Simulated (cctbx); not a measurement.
**Occupancies in CeVPd4**

Cell a = 5.3150 Å, b = 5.3150 Å, c = 4.0320 Å, α = 90.00°, β = 90.00°, γ = 120.00°; space group P-6m2 (no. 187); nominal formula CeVPd4.

The data are simulated with cctbx, not measured: Mo Kα, λ = 0.71073 Å, to d = 0.65 Å, 95 % of the full sphere, strongest reflection 70000 counts, noise from counting, a 1.5 % proportional error and a noise floor of 8 counts (s.d.); no absorption.

With every site full:

```text
Rint 0.015, 180 unique reflections to 0.65 A
cycle     R1     wR2    GooF  max shift (A)
   1  0.1044  0.2290  22.869   0.00065
   2  0.0114  0.0278   2.772   0.00000
final R1 0.0114 wR2 0.0278 GooF 2.772  parameters 10  data/parameter 18.0
atom        x        y        z      Ueq    occ   su(xyz)  su(Uiso or U11)
Ce1    0.66667  0.33333  0.00000   0.0111  1.000  0.00000  0.0001
Pd1    0.17453  0.34906  0.50000   0.0133  1.000  0.00011  0.0001
Pd2    0.33333  0.66667  0.00000   0.0137  1.000  0.00000  0.0002
V2     0.00000  0.00000  0.00000   0.0153  1.000  0.00000  0.0005
difference map: max 1.91 min -0.50 rms 0.21
Q1    0.0000  0.0000  0.0000    1    1.91  0.00 A from V2
Q2    0.3333  0.6667  0.0000    1    1.34  0.00 A from Pd2
Q3    0.6667  0.3333  0.0000    1    0.90  0.00 A from Ce1
Q4    0.3586  0.1793  0.5000    3    0.28  1.63 A from Pd1
Q5    0.6667  0.3333  0.5000    1    0.27  2.02 A from Ce1
Q6    0.5633  0.1265  0.4159    6    0.26  1.91 A from Pd1
```

With the occupancies of the suspect sites free, each still typed as its main element:

```text
Rint 0.015, 180 unique reflections to 0.65 A
cycle     R1     wR2    GooF  max shift (A)
   1  0.0584  0.1548  15.558   0.00003
   8  0.0044  0.0097   0.977   0.00001
final R1 0.0044 wR2 0.0097 GooF 0.974  parameters 12  data/parameter 15.0
atom        x        y        z      Ueq    occ   su(xyz)  su(Uiso or U11)
Ce1    0.66667  0.33333  0.00000   0.0115  1.000  0.00000  0.0001
Pd1    0.17457  0.34914  0.50000   0.0131  0.983  0.00004  0.0001
Pd2    0.33333  0.66667  0.00000   0.0141  1.000  0.00000  0.0001
V2     0.00000  0.00000  0.00000   0.0194  1.113  0.00000  0.0002
su of occupancy Pd1: 0.002
su of occupancy V2: 0.006
difference map: max 0.24 min -0.19 rms 0.06
Q1    0.6667  0.3333  0.2750    2    0.24  1.11 A from Ce1
Q2    0.0000  0.0000  0.0000    1    0.21  0.00 A from V2
Q3    0.3510  0.1755  0.0000    3    0.20  1.45 A from Ce1
Q4    0.1803  0.3606  0.0000    3    0.19  1.41 A from Pd2
Q5    0.4474  0.0757  0.1656   12    0.18  1.44 A from Ce1
Q6    0.0811  0.5406  0.5000    3    0.17  1.34 A from Pd1
```

**Question.** What is the disorder?

X-rays count electrons. Pd1 refines to 0.983(0.002), or 45.2 electrons; the site truly holds 0.9667 Pd and 0.0333 V, 45.2 electrons, which is 0.983 of Pd; V2 refines to 1.113(0.006), or 25.6 electrons; the site truly holds 0.9 V and 0.1 Pd, 25.3 electrons, which is 1.100 of V. A value under 1 can't tell vacancies from a lighter guest, and one over 1 needs a heavier guest; chemistry or a second radiation must settle which. Occupancy correlates with U and the scale, and the two elements' form factors differ in shape, so the match is approximate.

Freeing them takes R1 from 0.0114 to 0.0044 and GooF from 2.77 to 0.97.

This is a model crystal, built by substitution and not relaxed, with assumed displacement parameters.

[Middle refinement cycles are left out of these outputs.]

[Logs are printed without paths, hosts, clocks, repeated set-up lines and the standing remarks that a program may print on its own settings, such as how far it seeks lower states.]
